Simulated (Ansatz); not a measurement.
# Si_C (site 2) in SiC (P6_3mc): charge-transition levels and formation energies, part 2 of 2

Charge states of Si_C (site 2) in SiC (P6_3mc), set against the band edges. Model: a cell of 108 host atoms with 1 C taken out and 1 Si put in.

Ansatz; place-levels on r2SCAN runs: charge-transition levels and formation energies with image-charge correction and potential alignment at the atomic sites; PAW set soft_1.

So far: Starting point; What was run first.

## (3) Levels against the band edges, r2SCAN

A charged cell interacts with its images and the background, and its potential has another zero than the host's. place-levels removes the first by a point-charge model, screened by the static dielectric constant since the ions have relaxed around the charge, and the second by comparing potentials at atoms far from the defect.

The host is a run of the defect-free crystal in the same cutoffs, grids and k-points, so that basis and sampling errors cancel in part in the differences. The host is run in a cell of 12 atoms on a matching mesh. Its band edges are searched through the zone by a band path, so the gap is smaller than, or equal to, that on the mesh. Chemical potentials are energies per atom of C (diamond) and Si (diamond), run with the same functional and cutoff. Carbon is taken as diamond, which semilocal functionals can put about 0.1 eV an atom over graphite.

The input, levels.point.yaml:

```yaml
host:
  run: host.point.run
states: [qm2.point.run, qm1_M1.point.run, q0.point.run, qp1_M1.point.run, qp2.point.run, qm2_M2.point.run, qp2_M2.point.run]
geometry_from:
  qm2.point.run: qm2.relax.run
  qm1_M1.point.run: qm1_M1.relax.run
  q0.point.run: q0.relax.run
  qp1_M1.point.run: qp1_M1.relax.run
  qp2.point.run: qp2.relax.run
  qm2_M2.point.run: qm2_M2.relax.run
  qp2_M2.point.run: qp2_M2.relax.run
  host.point.run: host.relax.run
chemical_potentials:
  C:
    energy: -251.553391
    dataset: "<sha256 of the dataset>"
  Si:
    energy: -639.06578
    dataset: <sha256 of the dataset>
epsilon: [7.09, 7.09, 7.35]
static_epsilon: [10.43, 10.43, 10.95]
vertical:
  - { from: qm2.point.run, to: qm2.point_neutral.run }
  - { from: qm1_M1.point.run, to: qm1_M1.point_neutral.run }
  - { from: qp1_M1.point.run, to: qp1_M1.point_neutral.run }
  - { from: qp2.point.run, to: qp2.point_neutral.run }
  - { from: qm2_M2.point.run, to: qm2_M2.point_neutral.run }
  - { from: qp2_M2.point.run, to: qp2_M2.point_neutral.run }
```

The run is started by

```bash
ansatz place-levels levels.point.yaml -- --threads 8 --pin off --max-ram 15073MiB
```

The program printed:

```text
[... repeated set-up lines and file paths are left out, and long positions are rounded to six places ...]
(+2/+1) 0.070 eV beneath the valence edge (-0.341 eV without the band-filling correction), in the valence band
(+1/0) 0.166 eV above the valence edge, 2.202 eV under the conduction edge
(0/-1) 2.404 eV above the valence edge (+2.725 eV without the band-filling correction), in the conduction band
(-1/-2) 2.447 eV above the valence edge (+2.970 eV without the band-filling correction), in the conduction band
formation energy of charge +2: +4.602 eV with the Fermi level at the valence edge
formation energy of charge +1: +4.532 eV with the Fermi level at the valence edge
formation energy of charge 0: +4.698 eV with the Fermi level at the valence edge
formation energy of charge -1: +7.102 eV with the Fermi level at the valence edge
formation energy of charge -2: +9.550 eV with the Fermi level at the valence edge
vertical -2 to 0: no energy, since no alignment is typed
  the change from vertical[0].from (qm2.point.run) to vertical[0].to (qm2.point_neutral.run): by its potential at epsilon [7.09, 7.09, 7.35] it stands at 0.619 0.770 0.226, with an rms radius of about 7.6 Å (3.7 3.6 5.5 Å across the planes of the cell's [...]
vertical -1 to 0: no energy, since no alignment is typed
  the change from vertical[1].from (qm1_M1.point.run) to vertical[1].to (qm1_M1.point_neutral.run): by its potential at epsilon [7.09, 7.09, 7.35] it stands at 0.667 0.663 0.226, with an rms radius of about 7.7 Å (3.7 3.7 5.7 Å across the planes of the cell's [...]
vertical +1 to 0: no energy, since no alignment is typed
  the change from vertical[2].from (qp1_M1.point.run) to vertical[2].to (qp1_M1.point_neutral.run): by its potential at epsilon [7.09, 7.09, 7.35] it stands at 0.618 0.713 0.358, with an rms radius of about 2.4 Å (1.7 1.7 0.0 Å across the planes of the cell's [...]
vertical +2 to 0: no energy, since no alignment is typed
  the change from vertical[3].from (qp2.point.run) to vertical[3].to (qp2.point_neutral.run): by its potential at epsilon [7.09, 7.09, 7.35] it stands at 0.601 0.728 0.358, with an rms radius of about 2.8 Å (1.7 1.7 1.4 Å across the planes of the cell's [...]
vertical -2 to 0: no energy, since no alignment is typed
  the change from vertical[4].from (qm2_M2.point.run) to vertical[4].to (qm2_M2.point_neutral.run): by its potential at epsilon [7.09, 7.09, 7.35] it stands at 0.620 0.709 0.286, with an rms radius of about 7.9 Å (3.7 3.7 5.9 Å across the planes of the cell's [...]
vertical +2 to 0: no energy, since no alignment is typed
  the change from vertical[5].from (qp2_M2.point.run) to vertical[5].to (qp2_M2.point_neutral.run): by its potential at epsilon [7.09, 7.09, 7.35] it stands at 0.611 0.724 0.370, with an rms radius of about 2.8 Å (1.5 1.5 1.8 Å across the planes of the cell's [...]
  edges by r2scan, gap 2.368 eV; the host is sampled to repeats of 18.47 Å
  the defect's cells are sampled to repeats of 18.47 Å, like sampling
  charge +2: -48533.4411 eV with its correction of +0.697 eV, at epsilon [10.43, 10.43, 10.95], aligned at sites: +0.0154 eV, mean over 73 atomic sites at or beyond 4.62 Å from the host's site at [0.6660, 0.6673, 0.3744] by the defect at [0.6667, 0.6667, [...]
  charge +1: -48524.3474 eV with its correction of +0.204 eV, at epsilon [10.43, 10.43, 10.95], aligned at sites: +0.0379 eV, mean over 73 atomic sites at or beyond 4.62 Å from the host's site at [0.6660, 0.6673, 0.3744] by the defect at [0.6667, 0.6667, [...]
  states[3] (qp1_M1.point.run): levels filled in part (TS 0.001 eV): its energy is of no whole electron's
  charge 0: +0.000 eV for its dipole among its images, +0.000 omitted
  charge -1: -48502.5874 eV with its correction of +0.016 eV, at epsilon [10.43, 10.43, 10.95], aligned at sites: +0.1501 eV, mean over 73 atomic sites at or beyond 4.62 Å from the host's site at [0.6660, 0.6673, 0.3744] by the defect at [0.6667, 0.6667, [...]
  states[1] (qm1_M1.point.run): levels filled in part (TS 0.004 eV): its energy is of no whole electron's
  charge -2: -48490.1834 eV with its correction of +0.230 eV, at epsilon [10.43, 10.43, 10.95], aligned at sites: +0.2181 eV, mean over 73 atomic sites at or beyond 4.62 Å from the host's site at [0.6660, 0.6673, 0.3744] by the defect at [0.6667, 0.6667, [...]
  states[0] (qm2.point.run): levels filled in part (TS 0.013 eV): its energy is of no whole electron's
  charge +2: states[4] (qp2.point.run) stands 0.037 eV higher, with a moment of 0.00 μB against 2.00
  states[4] (qp2.point.run): levels filled in part (TS 0.010 eV): its energy is of no whole electron's
  charge -2: states[5] (qm2_M2.point.run) stands 0.019 eV higher, with a moment of 2.00 μB against 0.00
  of states[6] (qp2_M2.point.run): it parts from the run at its places by a charge that spreads by about 1.5 Å along one vector (1.4 Å or more is wide), by its potential at epsilon [7.09, 7.09, 7.35], taken for that of held ions (one typed too small widens [...]
  of states[3] (qp1_M1.point.run): it parts from the run at its places by a charge that spreads by about 1.7 Å along one vector (1.4 Å or more is wide), by its potential at epsilon [7.09, 7.09, 7.35], taken for that of held ions (one typed too small widens [...]
  of states[1] (qm1_M1.point.run): it parts from the run at its places by a charge that spreads by about 3.7 Å along one vector (1.4 Å or more is wide), by its potential at epsilon [7.09, 7.09, 7.35], taken for that of held ions (one typed too small widens [...]
  of states[0] (qm2.point.run): it parts from the run at its places by a charge that spreads by about 3.7 Å along one vector (1.4 Å or more is wide), by its potential at epsilon [7.09, 7.09, 7.35], taken for that of held ions (one typed too small widens it), [...]
  of states[4] (qp2.point.run): it parts from the run at its places by a charge that spreads by about 1.7 Å along one vector (1.4 Å or more is wide), by its potential at epsilon [7.09, 7.09, 7.35], taken for that of held ions (one typed too small widens it), [...]
  of states[5] (qm2_M2.point.run): it parts from the run at its places by a charge that spreads by about 3.7 Å along one vector (1.4 Å or more is wide), by its potential at epsilon [7.09, 7.09, 7.35], taken for that of held ions (one typed too small widens [...]
  vertical[0].from (qm2.point.run): levels filled in part (TS 0.013 eV): its energy is of no whole electron's
  of vertical[0].from (qm2.point.run): its sublattices stand up to 0.0264 Å off the host's, which by the two runs' forces adds about +0.05 eV to its energy against the host's, and moves the band edges: relax the crystal first, and build the cells on it; [...]
  vertical[1].from (qm1_M1.point.run): levels filled in part (TS 0.004 eV): its energy is of no whole electron's
  of vertical[1].from (qm1_M1.point.run): its sublattices stand up to 0.0189 Å off the host's, which by the two runs' forces adds about +0.02 eV to its energy against the host's, and moves the band edges: relax the crystal first, and build the cells on it; [...]
  vertical[2].from (qp1_M1.point.run): levels filled in part (TS 0.001 eV): its energy is of no whole electron's
  of vertical[2].from (qp1_M1.point.run): its sublattices stand up to 0.0295 Å off the host's, which by the two runs' forces adds about +0.02 eV to its energy against the host's, and moves the band edges: relax the crystal first, and build the cells on it; [...]
  vertical[3].from (qp2.point.run): levels filled in part (TS 0.010 eV): its energy is of no whole electron's
  of vertical[3].from (qp2.point.run): its sublattices stand up to 0.0375 Å off the host's, which by the two runs' forces adds about +0.05 eV to its energy against the host's, and moves the band edges: relax the crystal first, and build the cells on it; [...]
  of vertical[4].from (qm2_M2.point.run): its sublattices stand up to 0.0201 Å off the host's, which by the two runs' forces adds about +0.03 eV to its energy against the host's, and moves the band edges: relax the crystal first, and build the cells on it; [...]
  of vertical[5].from (qp2_M2.point.run): stability_check_not_made; [...]
```

Elapsed: 1.2 s, on 8 threads of Arm Neoverse V1, shared host.

Levels between the charges placed, in eV above the valence top:

```tsv
	gap (eV)	(+2/+1)	(+1/0)	(0/−1)	(−1/−2)
r2SCAN	2.37	-0.07	0.17	2.40	2.45
```

Corrections by state:

```tsv
charge	moment (μB)	image terms and alignment (eV)	band filling (eV)	ε used	over the lowest of its charge, as the program ranks them, band filling apart (eV)
+2	2.0	0.697	-0.270	principal values (10.43, 10.43, 10.95)	0.000
+1	1.0	0.204	-	principal values (10.43, 10.43, 10.95)	0.000
0	0.0	0.000	-	-	0.000
−1	1.0	0.016	-0.321	principal values (10.43, 10.43, 10.95)	0.000
−2	0.0	0.230	-0.844	principal values (10.43, 10.43, 10.95)	0.000
+2	0.0	0.622	-	principal values (10.43, 10.43, 10.95)	0.037
−2	2.0	0.227	-	principal values (10.43, 10.43, 10.95)	0.019
```

The charged structures listed were also run neutral, and place-levels reads from each pair, by the potential or the spins, how wide the charge is by which they differ; that can be the carrier of either run.

```tsv
charge	rms radius (Å)	spread where it is widest against the cell (Å)	wide from (Å)	reading
+2	2.8	1.53	1.39	wide
+1	2.4	1.71	1.39	wide
−1	7.7	3.68	1.39	wide
−2	7.6	3.71	1.39	wide
```

The neutral runs of these pairs need not share the spin of the lowest neutral state, and very wide values only mean spread over the cell.

From the program's caveats on the states, each cut to its opening words:

- charge +2 (2 μB): it parts from the run at its places by a charge that spreads by about 1.5 Å along one vector (1.4 Å or more is wide), by its potential at epsilon [7.09, 7.09, [...]
- charge +2 (2 μB): a band-filling correction moves a carrier to the host's band edge, which changes its energy by -0.270 eV
- charge +2 (2 μB): the host's ions (past the first shell or, of a walk that freed a part, those that it held) aren't shown at rest: they stand up to 0.076 Å off their sites, 1.46 [...]
- charge +2 (2 μB), +1 (1 μB), −1 (1 μB), −2 (2 μB): flagged: stability check not made
- charge +1 (1 μB), +2: it parts from the run at its places by a charge that spreads by about 1.7 Å along one vector (1.4 Å or more is wide), by its potential at epsilon [7.09, 7.09, [...]
- charge +1 (1 μB): the host's ions (past the first shell or, of a walk that freed a part, those that it held) aren't shown at rest: they stand up to 0.094 Å off their sites, 3.18 [...]
- charge +1 (1 μB): its sublattices stand up to 0.0295 Å off the host's, which by the two runs' forces adds about +0.02 eV to its energy against the host's, and moves the band [...]
- charge −1 (1 μB), −2, −2 (2 μB): it parts from the run at its places by a charge that spreads by about 3.7 Å along one vector (1.4 Å or more is wide), by its potential at epsilon [7.09, 7.09, [...]
- charge −1 (1 μB): a band-filling correction moves a carrier to the host's band edge, which changes its energy by -0.321 eV
- charge −1 (1 μB): its alignment with the host at atomic sites is doubtful: the mean over the far sites moves by -0.0648 eV from their farther parts to their nearer, more than [...]
- charge −1 (1 μB): the host's ions (past the first shell or, of a walk that freed a part, those that it held) aren't shown at rest: they stand up to 0.093 Å off their sites, 3.04 [...]
- charge −1 (1 μB): its sublattices stand up to 0.0189 Å off the host's, which by the two runs' forces adds about +0.02 eV to its energy against the host's, and moves the band [...]
- charge −1 (1 μB): its moments are held at its close (magnetization.spin_locking), by a field of 0.043 eV a Bohr magneton, and its energy and levels are of the state that this [...]
- charge −2: a band-filling correction moves a carrier to the host's band edge, which changes its energy by -0.844 eV

The host's formation energy from the elements is -0.356 eV per atom; it sets how far the chemical potentials can move.

Limit set by the element alone; other compounds of these elements are not counted. Chemical potentials from the elements' reference states: C 0.00 eV, Si -0.71 eV. Formation energies (C-rich), with the Fermi level at the valence top and at the conduction bottom (gap 2.37 eV):

```tsv
charge	at valence top (eV)	at conduction bottom (eV)	correction included (eV)
+2	5.31	10.05	0.43
+1	5.24	7.61	0.20
0	5.41	5.41	0.00
−1	7.82	5.45	-0.30
−2	10.26	5.53	-0.61
```

Fermi level (eV), lowest formation energy (eV) and a bar from the least value:
```
     0.00       5.24 
     0.22       5.41 ##############################
     0.43       5.41 ##############################
     0.65       5.41 ##############################
     0.86       5.41 ##############################
     1.08       5.41 ##############################
     1.29       5.41 ##############################
     1.51       5.41 ##############################
     1.72       5.41 ##############################
     1.94       5.41 ##############################
     2.15       5.41 ##############################
     2.37       5.41 ##############################
```

Limit set by the element alone; other compounds of these elements are not counted. Chemical potentials from the elements' reference states: Si 0.00 eV, C -0.71 eV. Formation energies (Si-rich), with the Fermi level at the valence top and at the conduction bottom (gap 2.37 eV):

```tsv
charge	at valence top (eV)	at conduction bottom (eV)	correction included (eV)
+2	3.89	8.63	0.43
+1	3.82	6.19	0.20
0	3.99	3.99	0.00
−1	6.39	4.02	-0.30
−2	8.84	4.10	-0.61
```

| Fermi level (eV) | lowest formation energy (eV) |
| --- | --- |
| 0.00 | 3.82 |
| 0.22 | 3.99 |
| 0.43 | 3.99 |
| 0.65 | 3.99 |
| 0.86 | 3.99 |
| 1.08 | 3.99 |
| 1.29 | 3.99 |
| 1.51 | 3.99 |
| 1.72 | 3.99 |
| 1.94 | 3.99 |
| 2.15 | 3.99 |
| 2.37 | 3.99 |

## (4) The same at the relaxations' own k-points

The relaxations' own energies give the levels at their sampling, for comparison.

The input, levels.relax_mesh.yaml:

```yaml
host:
  run: host.relax.run
states: [qm2.relax.run, qm1_M1.relax.run, q0.relax.run, qp1_M1.relax.run, qp2.relax.run, qm2_M2.relax.run, qp2_M2.relax.run]
chemical_potentials:
  C:
    energy: -251.553391
    dataset: "<sha256 of the dataset>"
  Si:
    energy: -639.06578
    dataset: <sha256 of the dataset>
```

The run is started by

```bash
ansatz place-levels levels.relax_mesh.yaml -- --threads 8 --pin off --max-ram 15073MiB
```

The program printed:

```text
[...]
(+1/0) 0.138 eV above the valence edge, 2.240 eV under the conduction edge
[...]
formation energy of charge +2: +4.556 eV with the Fermi level at the valence edge
formation energy of charge +1: +4.460 eV with the Fermi level at the valence edge
formation energy of charge 0: +4.598 eV with the Fermi level at the valence edge
formation energy of charge -1: +7.025 eV with the Fermi level at the valence edge
formation energy of charge -2: +9.454 eV with the Fermi level at the valence edge
  edges by r2scan, gap 2.378 eV; the host is sampled to repeats of 16.00 Å
[... the lines on each state left out ...]
```

Wall time 0.31 s (8 threads).

Levels between neighbouring charges, in eV above the valence top:

```tsv
	gap (eV)	(+2/+1)	(+1/0)	(0/−1)	(−1/−2)
one point at (¼, ¼, ¼)	2.38	-0.10	0.14	2.43	2.43
a 2×2×2 shifted mesh	2.37	-0.07	0.17	2.40	2.45
```

Going from one point at (¼, ¼, ¼) to a 2×2×2 shifted mesh moves the levels that carry no band-filling term by up to 0.03 eV and formation energies against the elements by up to 0.10 eV; band-filling terms, which differ between samplings, are in these energies.

## (5) Summary of results

```
gap of the host                                                          : 2.37 eV (r2SCAN)
level (plus 2/plus 1)                                                    : 0.07 eV below the valence top (-0.34 eV above the valence top without the band-filling term)
level (plus 1/0)                                                         : 0.17 eV above the valence top
level (0/minus 1)                                                        : 2.40 eV above the valence top, past the conduction bottom (2.73 eV above the valence top without the band-filling term)
level (minus 1/minus 2)                                                  : 2.45 eV above the valence top, past the conduction bottom (2.97 eV above the valence top without the band-filling term)
lowest of the charges placed, just above the valence top (0.02 eV)       : +1
lowest of the charges placed, just below the conduction bottom (0.02 eV) : 0
lowest formation energy at mid-gap of the charges run, C-rich            : 5.41 eV
lowest formation energy at mid-gap of the charges run, Si-rich           : 3.99 eV
```

What this shows: Of the charges placed (−2, −1, 0, +1 and +2), the lowest changes at 0.17 eV (+1/0) above the valence top, in a gap of 2.37 eV. (+1/0) lies nearer to a band edge than the share of the finite-size correction in it (0.20 eV), and that correction holds for a localised charge alone. States placed: +2 at 2 μB and 0 μB; +1 at 1 μB; 0 at 0 μB; −1 at 1 μB; −2 at 0 μB and 2 μB. Other spin states or structures, where not listed, weren't placed. The program finds carriers beyond a band edge of the host and adds a band-filling term at charge −2 (-0.84 eV), −1 (-0.32 eV) and +2 (-0.27 eV); steps to such a charge show no bound level, and a defect level inside a band would be read the same way. Going from one point at (¼, ¼, ¼) to a 2×2×2 shifted mesh moves the levels that carry no band-filling term by up to 0.03 eV and formation energies against the elements by up to 0.10 eV; band-filling terms, which differ between samplings, are in these energies. The program doubts the alignment of potentials for at least one state, a sign that the cell is small. Keep in mind: r2SCAN makes the gap too small and tends to spread out bound carriers; force components of up to 0.77 eV/Å remain in a run at the final settings.

Calculation against experiment:

| quantity | measured | r2SCAN |
| --- | --- | --- |
| band gap (least gap of the host) (eV) | 3.03 | 2.37 (-0.66 eV) |

Measured values from arxiv:1806.04908 (2018).

How well it matches: The band gap is off by -0.66 eV: a clear miss. Local and semilocal functionals usually give gaps below the measured ones. Zero-point and thermal motion shift the measured gap.

[Logs are printed without paths, hosts, clocks, repeated set-up lines and the standing remarks that a program may print on its own settings, such as how far it seeks lower states.]

[Hosts, paths, dates, database ids (printed as entryN), source tags and the programs' standing remarks are cut or masked in the printed files.]

[Where a table of states has a column of steps, it counts the stored structures, which are thinned; the runs took as many ionic steps or more.]

[A defect's name tells the site on which it was built; relaxed atoms can leave that site.]

[For some hosts the program warned that the k-mesh of the response run may be too coarse for force constants and the static dielectric constant; such warnings are not shown here.]
